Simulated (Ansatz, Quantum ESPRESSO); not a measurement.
# Screening and band shifts of Zr2CO2 MXene, 1 layer, part 4 of 7

How does Zr2CO2 MXene, 1 layer respond to a gate-like field without added charge?

Quantum ESPRESSO 7.5; plane-wave DFT, LDA, GBRV ultrasoft pseudopotentials; geometry and cross-check by Ansatz 0.2.0 with PAW datasets.

So far. Step 5 (Bands along a path: no field): Along this path the valence top lies at Γ and the conduction bottom at M. Step 6 (SCF with pw.x: field 0.1 V/Å): The dipole goes from -0.0000 to 0.0292 e Å, 0.2921 e Å per V/Å.

### Step 7. Electrostatic potential

Contents of f1.pot.in:

```
&inputpp
  prefix = 'f1'
  outdir = './out'
  filplot = 'f1.pot.dat'
  plot_num = 11
/
```

On the command line:

```console
$ OMP_NUM_THREADS=1 mpirun -n 4 pp.x -in f1.pot.in > f1.pot.out
```

Wall time 0.92 s (4 MPI ranks of Arm Neoverse V2, shared host); peak memory 0.1 GiB; 3.3 s of CPU time.

This step gave:

```
slope of the potential above                                          : 0.1000 eV/Å
upper vacuum line continued to the top atoms, over the valence top    : 5.645 eV
slope of the potential below                                          : 0.09999 eV/Å
lower vacuum line continued to the bottom atoms, over the valence top : 5.740 eV
```

The slope in the vacuum is 0.100 eV/Å for an applied 0.10 V/Å, as it should be.

### Step 8. Self-consistent run: field 0.2 V/Å

Contents of f2.in:

```
&control
  prefix = 'f2'
  outdir = './out'
  pseudo_dir = './pseudo'
  calculation = 'scf'
  tprnfor = .true.
  tefield = .true.
  dipfield = .true.
/
&system
  ibrav = 0
  nat = 5
  ntyp = 3
  ecutwfc = 40
  ecutrho = 200
  occupations = 'smearing'
  smearing = 'fd'
  degauss = 0.004
  edir = 3
  emaxpos = 0.97
  eopreg = 0.04
  eamp = 0.00388938
/
&electrons
  conv_thr = 1e-09
  mixing_beta = 0.4
  electron_maxstep = 120
  mixing_mode = 'plain'
  startingpot = 'file'
/
ATOMIC_SPECIES
  O   15.9990  o_lda_v1.2.uspp.F.UPF
  Zr  91.2240  zr_lda_v1.uspp.F.UPF
  C   12.0110  c_lda_v1.2.uspp.F.UPF
CELL_PARAMETERS angstrom
  3.30647457598971 -0.00000000000000 0.00000000000000
  -1.65323728799486 2.86349097977447 0.00000000000000
  0.00000000000000 0.00000000000000 21.95294679560000
ATOMIC_POSITIONS crystal
  O   0.333333333333 0.666666666667 0.394447800191
  Zr  0.666666666667 0.333333333333 0.436312087964
  C   -0.000000000000 -0.000000000000 0.499999958775
  Zr  0.333333333333 0.666666666667 0.563687873407
  O   0.666666666667 0.333333333333 0.605552279663
K_POINTS automatic
  12 12 1 0 0 0
```

On the command line:

```console
$ cp -r out/f0.save out/f2.save
$ OMP_NUM_THREADS=1 mpirun -n 4 pw.x -nk 4 -in f2.in > f2.out
```

Output:

```text
[banner, memory and clock lines left out]
Program PWSCF v.7.5 starts
[...]
number of electrons       =        40.00
     number of Kohn-Sham states=           24
     kinetic-energy cutoff     =      40.0000  Ry
     charge density cutoff     =     200.0000  Ry
[...]
number of k points=    74  Fermi-Dirac smearing, width (Ry)=  0.0040
[...]
Dense  grid:    66985 G-vectors     FFT dimensions: (  30,  30, 192)
[...]
The initial density is read from file :
[...]
negative rho (up, down):  1.250E-01 0.000E+00
[...]
Starting wfcs are   38 randomized atomic wfcs
[...]
negative rho (up, down):  1.250E-01 0.000E+00
[...]
estimated scf accuracy    <       0.03474423 Ry
[...]
negative rho (up, down):  1.250E-01 0.000E+00
[...]
estimated scf accuracy    <       0.39216413 Ry
[...]
negative rho (up, down):  1.250E-01 0.000E+00
[...]
estimated scf accuracy    <       0.00049677 Ry
[...]
negative rho (up, down):  1.250E-01 0.000E+00
[...]
estimated scf accuracy    <       0.00005741 Ry
[...]
negative rho (up, down):  1.250E-01 0.000E+00
[...]
estimated scf accuracy    <       0.00001022 Ry
[...]
negative rho (up, down):  1.250E-01 0.000E+00
[...]
estimated scf accuracy    <       0.00000268 Ry
[...]
negative rho (up, down):  1.250E-01 0.000E+00
[...]
estimated scf accuracy    <       0.00000016 Ry
[...]
negative rho (up, down):  1.250E-01 0.000E+00
[...]
estimated scf accuracy    <       0.00000033 Ry
[...]
negative rho (up, down):  1.250E-01 0.000E+00
[...]
estimated scf accuracy    <       0.00000002 Ry
[...]
negative rho (up, down):  1.250E-01 0.000E+00
[...]
estimated scf accuracy    <          3.3E-09 Ry
[...]
negative rho (up, down):  1.250E-01 0.000E+00
[...]
Computed dipole along edir(3) :
        Dipole                0.1102 Ry au,          0.2801 Debye
        Dipole field          0.0010 Ry au,
        E field amplitude [Ha a.u.]:  3.8894E-03
        Potential amp.        0.2311 Ry
        Total length         39.8257 bohr
[...]
the Fermi energy is     0.3333 ev
!    total energy              =    -275.23083659 Ry
     estimated scf accuracy    <          7.7E-10 Ry
     smearing contrib. (-TS)   =      -0.00000092 Ry
     internal energy E=F+TS    =    -275.23083567 Ry
[...]
one-electron contribution =   -2218.19406031 Ry
     hartree contribution      =    1112.11587024 Ry
     xc contribution           =     -53.39599955 Ry
     ewald contribution        =     884.24410244 Ry
     electric field correction =      -0.00074848 Ry
     convergence has been achieved in  11 iterations
     negative rho (up, down):  1.250E-01 0.000E+00
[...]
Total force =     0.034239     Total SCF correction =     0.000155
[...]
```

Elapsed: 52 s, on 4 MPI ranks; peak memory 0.68 GiB; 3.4 min of CPU time.

Numbers from this step:

- free energy: -3744.7063 eV
- Fermi energy: 0.3333 eV
- dipole along the normal: 0.05832 e·Å
- valence top, on the run's zero: -0.09015 eV
- conduction bottom, on the run's zero: 0.8142 eV
- gap by band count: 0.9043 eV

The dipole goes from -0.0000 to 0.0583 e Å, 0.2916 e Å per V/Å.

### Step 9. Potential by pp.x

Contents of f2.pot.in:

```
&inputpp
  prefix = 'f2'
  outdir = './out'
  filplot = 'f2.pot.dat'
  plot_num = 11
/
```

On the command line:

```console
$ OMP_NUM_THREADS=1 mpirun -n 4 pp.x -in f2.pot.in > f2.pot.out
```

Elapsed: 0.92 s, on 4 MPI ranks; peak memory 0.11 GiB.

Read from the output:

- slope of the potential above: 0.2000 eV/Å
- upper vacuum line continued to the top atoms, over the valence top: 5.600 eV
- slope of the potential below: 0.2000 eV/Å
- lower vacuum line continued to the bottom atoms, over the valence top: 5.788 eV

The slope in the vacuum is 0.200 eV/Å for an applied 0.20 V/Å, as it should be.

### Step 10. Bands along a path: field 0.2 V/Å

Contents of f2.bands.in:

```
&control
  prefix = 'f2.bands'
  outdir = './out'
  pseudo_dir = './pseudo'
  calculation = 'bands'
  tefield = .true.
  dipfield = .true.
/
&system
  ibrav = 0
  nat = 5
  ntyp = 3
  ecutwfc = 40
  ecutrho = 200
  occupations = 'smearing'
  smearing = 'fd'
  degauss = 0.004
  edir = 3
  emaxpos = 0.97
  eopreg = 0.04
  eamp = 0.00388938
  nbnd = 26
/
&electrons
  conv_thr = 1e-07
  mixing_beta = 0.4
  electron_maxstep = 120
  mixing_mode = 'local-TF'
/
ATOMIC_SPECIES
  O   15.9990  o_lda_v1.2.uspp.F.UPF
  Zr  91.2240  zr_lda_v1.uspp.F.UPF
  C   12.0110  c_lda_v1.2.uspp.F.UPF
CELL_PARAMETERS angstrom
  3.30647457598971 -0.00000000000000 0.00000000000000
  -1.65323728799486 2.86349097977447 0.00000000000000
  0.00000000000000 0.00000000000000 21.95294679560000
ATOMIC_POSITIONS crystal
  O   0.333333333333 0.666666666667 0.394447800191
  Zr  0.666666666667 0.333333333333 0.436312087964
  C   -0.000000000000 -0.000000000000 0.499999958775
  Zr  0.333333333333 0.666666666667 0.563687873407
  O   0.666666666667 0.333333333333 0.605552279663
K_POINTS crystal_b
4
  0.0000000000 0.0000000000 0.0000000000 14
  0.5000000000 0.0000000000 0.0000000000 14
  0.3333333333 0.3333333333 0.0000000000 14
  0.0000000000 0.0000000000 0.0000000000 1
```

On the command line:

```console
$ cp -r out/f2.save out/f2.bands.save
$ cp out/f2.xml out/f2.bands.xml
$ OMP_NUM_THREADS=1 mpirun -n 4 pw.x -nk 4 -in f2.bands.in > f2.bands.out
```

Output:

```text
[banner, memory and clock lines left out]
Program PWSCF v.7.5 starts
[citation notice left out]

[...]
bravais-lattice index     =            0
     lattice parameter (alat)  =       6.2483  a.u.
     unit-cell volume          =    1402.6536 (a.u.)^3
     number of atoms/cell      =            5
     number of atomic types    =            3
     number of electrons       =        40.00
     number of Kohn-Sham states=           26
     kinetic-energy cutoff     =      40.0000  Ry
     charge density cutoff     =     200.0000  Ry
     Exchange-correlation= SLA  PZ   NOGX NOGC
                           (   1   1   0   0   0   0   0)

[...]
PseudoPot. # 1 for O  read from file:
     ./pseudo/o_lda_v1.2.uspp.F.UPF
     Pseudo is Ultrasoft + core correction, Zval =  6.0
     Generated by new atomic code, or converted to UPF format
     Using radial grid of  737 points,  5 beta functions with:
                l(1) =   0
                l(2) =   0
                l(3) =   1
                l(4) =   1
                l(5) =   2
     Q(r) pseudized with  8 coefficients,  rinner =    0.900   0.900   0.900
                                                       0.900   0.900

     PseudoPot. # 2 for Zr read from file:
     ./pseudo/zr_lda_v1.uspp.F.UPF
     Pseudo is Ultrasoft + core correction, Zval = 12.0
     Generated by new atomic code, or converted to UPF format
     Using radial grid of  887 points,  6 beta functions with:
                l(1) =   0
                l(2) =   0
                l(3) =   1
                l(4) =   1
                l(5) =   2
                l(6) =   2
     Q(r) pseudized with  6 coefficients,  rinner =    1.200   1.200   1.200
                                                       1.200   1.200

     PseudoPot. # 3 for C  read from file:
     ./pseudo/c_lda_v1.2.uspp.F.UPF
     Pseudo is Ultrasoft + core correction, Zval =  4.0
     Generated by new atomic code, or converted to UPF format
     Using radial grid of  721 points,  4 beta functions with:
                l(1) =   0
                l(2) =   0
                l(3) =   1
                l(4) =   1
     Q(r) pseudized with  8 coefficients,  rinner =    1.100   1.100   1.100

     atomic species   valence    mass     pseudopotential
     O                 6.00    15.99900     O ( 1.00)
     Zr               12.00    91.22400     Zr( 1.00)
     C                 4.00    12.01100     C ( 1.00)

     No symmetry found

[...]
number of k points=    43  Fermi-Dirac smearing, width (Ry)=  0.0040
[...]
Dense  grid:    66985 G-vectors     FFT dimensions: (  30,  30, 192)

     Smooth grid:    48107 G-vectors     FFT dimensions: (  25,  25, 180)

     Check: negative core charge=   -0.000001

     The potential is recalculated from file :
     ./out/f2.bands.save/charge-density

     negative rho (up, down):  1.250E-01 0.000E+00

     Adding external electric field

     Computed dipole along edir(3) :
        Dipole                0.1102 Ry au,          0.2801 Debye
        Dipole field          0.0010 Ry au,

        E field amplitude [Ha a.u.]:  3.8894E-03
        Potential amp.        0.2311 Ry
        Total length         39.8257 bohr

     Starting wfcs are   38 randomized atomic wfcs

     Band Structure Calculation
     Davidson diagonalization with overlap

     ethr =  2.50E-10,  avg # of iterations = 27.8

     End of band structure calculation

          k = 0.0000 0.0000 0.0000 (  6023 PWs)   bands (ev):

   -48.7359 -48.6838 -27.1482 -26.8031 -26.5511 -26.5511 -26.5053 -26.5053
   -17.9529 -17.8304  -9.5394  -5.3074  -5.0412  -5.0412  -4.7158  -4.7158
    -4.2676  -1.2867  -0.0902  -0.0902   1.6777   1.6777   2.1438   3.0803
     3.0803   3.9775

          k = 0.0357 0.0206 0.0000 (  6019 PWs)   bands (ev):

   -48.7349 -48.6829 -27.1448 -26.8050 -26.5605 -26.5536 -26.5171 -26.5071
   -17.9443 -17.8235  -9.5419  -5.3001  -5.0360  -5.0284  -4.7273  -4.7063
    -4.2458  -1.2587  -0.2098  -0.1480   1.7119   1.7480   2.1328   3.0857
     3.1219   3.9765

[...]
```

It took 15 s on 4 MPI ranks; peak memory 0.34 GiB; 60 s of CPU time.

Read from the output:

| Property | Result |
| --- | --- |
| valence top, on the run's zero | -0.09017 eV |
| gap by band count | 0.9044 eV |

Band numbers count within the set of bands kept for display. Electronic bands along the path, in eV, zero at the highest filled level of the SCF mesh; v1 is the highest filled band, c1 the lowest empty one:

```csv
point,v4,v3,v2,v1,c1,c2,c3,c4
Γ,-4.18,-1.20,0.00,0.00,1.77,1.77,2.23,3.17
halfway,-3.74,-2.25,-1.06,-1.00,1.24,3.01,3.09,3.82
M,-3.45,-2.80,-1.33,-1.02,0.90,3.07,3.84,4.18
halfway,-3.51,-2.65,-1.84,-1.56,1.62,3.10,3.28,3.88
K,-3.67,-2.27,-2.24,-2.21,2.06,2.93,2.99,3.78
halfway,-3.81,-2.24,-1.62,-1.12,1.59,2.75,3.50,3.55
Γ,-4.18,-1.20,0.00,0.00,1.77,1.77,2.23,3.17
```

Upper empty bands that drop with the field can be states of the vacuum, held by the sawtooth; they depend on the cell's width.

Along this path the valence top lies at Γ and the conduction bottom at M.

### Step 11. SCF with pw.x: field -0.2 V/Å

f3.in, as its differences from the input of step 8:

```diff
@@ -1,3 +1,3 @@
 &control
-  prefix = 'f2'
+  prefix = 'f3'
   outdir = './out'
@@ -21,3 +21,3 @@
   eopreg = 0.04
-  eamp = 0.00388938
+  eamp = -0.00388938
 /
```

On the command line:

```console
$ cp -r out/f0.save out/f3.save
$ OMP_NUM_THREADS=1 mpirun -n 4 pw.x -nk 4 -in f3.in > f3.out
```

Output:

```text
[banner, memory and clock lines left out]
Program PWSCF v.7.5 starts
[...]
number of electrons       =        40.00
     number of Kohn-Sham states=           24
     kinetic-energy cutoff     =      40.0000  Ry
     charge density cutoff     =     200.0000  Ry
[...]
number of k points=    74  Fermi-Dirac smearing, width (Ry)=  0.0040
[...]
Dense  grid:    66985 G-vectors     FFT dimensions: (  30,  30, 192)
[...]
The initial density is read from file :
[...]
negative rho (up, down):  1.250E-01 0.000E+00
[...]
Starting wfcs are   38 randomized atomic wfcs
[...]
negative rho (up, down):  1.250E-01 0.000E+00
[...]
estimated scf accuracy    <       0.03471438 Ry
[...]
negative rho (up, down):  1.250E-01 0.000E+00
[...]
estimated scf accuracy    <       0.39186188 Ry
[...]
negative rho (up, down):  1.250E-01 0.000E+00
[...]
estimated scf accuracy    <       0.00049403 Ry
[...]
negative rho (up, down):  1.250E-01 0.000E+00
[...]
estimated scf accuracy    <       0.00005702 Ry
[...]
negative rho (up, down):  1.250E-01 0.000E+00
[...]
estimated scf accuracy    <       0.00001038 Ry
[...]
negative rho (up, down):  1.250E-01 0.000E+00
[...]
estimated scf accuracy    <       0.00000268 Ry
[...]
negative rho (up, down):  1.250E-01 0.000E+00
[...]
estimated scf accuracy    <       0.00000016 Ry
[...]
negative rho (up, down):  1.250E-01 0.000E+00
[...]
estimated scf accuracy    <       0.00000032 Ry
[...]
negative rho (up, down):  1.250E-01 0.000E+00
[...]
estimated scf accuracy    <       0.00000002 Ry
[...]
negative rho (up, down):  1.250E-01 0.000E+00
[...]
estimated scf accuracy    <          3.5E-09 Ry
[...]
negative rho (up, down):  1.250E-01 0.000E+00
[...]
Computed dipole along edir(3) :
        Dipole               -0.1102 Ry au,         -0.2801 Debye
        Dipole field         -0.0010 Ry au,
        E field amplitude [Ha a.u.]: -3.8894E-03
        Potential amp.       -0.2311 Ry
        Total length         39.8257 bohr
[...]
the Fermi energy is     0.2678 ev
!    total energy              =    -275.23083660 Ry
     estimated scf accuracy    <          7.6E-10 Ry
     smearing contrib. (-TS)   =      -0.00000092 Ry
     internal energy E=F+TS    =    -275.23083568 Ry
[...]
one-electron contribution =   -2218.19406520 Ry
     hartree contribution      =    1112.11587508 Ry
     xc contribution           =     -53.39599950 Ry
     ewald contribution        =     884.24410244 Ry
     electric field correction =      -0.00074850 Ry
     convergence has been achieved in  11 iterations
     negative rho (up, down):  1.250E-01 0.000E+00
[...]
Total force =     0.034239     Total SCF correction =     0.000153
[...]
```

Elapsed: 51 s, on 4 MPI ranks; peak memory 0.6 GiB; 3.4 min of CPU time.

Read from the output:

```
Fermi energy                         : 0.2678 eV
dipole along the normal              : -0.05832 e·Å
valence top, on the run's zero       : -0.1557 eV
conduction bottom, on the run's zero : 0.7487 eV
gap by band count                    : 0.9043 eV
```

The dipole goes from -0.0000 to -0.0583 e Å, 0.2916 e Å per V/Å.

### Step 12. Electrostatic potential

Contents of f3.pot.in:

```
&inputpp
  prefix = 'f3'
  outdir = './out'
  filplot = 'f3.pot.dat'
  plot_num = 11
/
```

On the command line:

```console
$ OMP_NUM_THREADS=1 mpirun -n 4 pp.x -in f3.pot.in > f3.pot.out
```

The job ended after 0.92 s (4 MPI ranks; peak memory 0.11 GiB).

This step gave:

| Quantity | Value |
| --- | --- |
| slope of the potential above | -0.2000 eV/Å |
| upper vacuum line continued to the top atoms, over the valence top | 5.788 eV |
| slope of the potential below | -0.2000 eV/Å |
| lower vacuum line continued to the bottom atoms, over the valence top | 5.600 eV |

The slope in the vacuum is -0.200 eV/Å for an applied -0.20 V/Å, as it should be.

Each curve counts from the valence top of its own run.

The potential energy (potential at 0 V/Å) oscillates, so the rows of the table below give means over windows of 2 Å about each position, cut where the curve ends. Its maxima inside the range that stand out by 2 % of the span (Å: eV): 10.5: -4.35, 11.4: -4.35. Its minima: 9.6: -24.9, 11.0: -6.79, 12.3: -24.9.

The runs together. Potential energy against z; means over each step:

```csv
z (Å),potential at 0 V/Å (eV),potential at 0.1 V/Å (eV),potential at 0.2 V/Å (eV),potential at -0.2 V/Å (eV)
0,5.69,4.97,4.25,7.14
2,5.69,5.07,4.46,6.93
4,5.69,5.27,4.86,6.53
6,5.68,5.46,5.24,6.12
8,-0.375,-0.428,-0.482,-0.267
10,-13.8,-13.8,-13.8,-13.8
12,-14.0,-14.0,-14.0,-14.0
14,0.0767,0.132,0.190,-0.0350
16,5.68,5.91,6.13,5.24
18,5.69,6.12,6.54,4.85
20,5.69,6.32,6.94,4.45
```

[end of part 4 of 7]

[Logs are printed without paths, hosts, clocks, repeated set-up lines and the standing remarks that a program may print on its own settings, such as how far it seeks lower states.]

[Hosts, paths, dates, database ids (printed as entryN), source tags and the programs' standing remarks are cut or masked in the printed files.]

[Maps of the electrostatic potential energy from Ansatz leave out the sawtooth potential of an applied field or a dipole correction, so their vacuum need not be flat; planar profiles and work functions include it.]
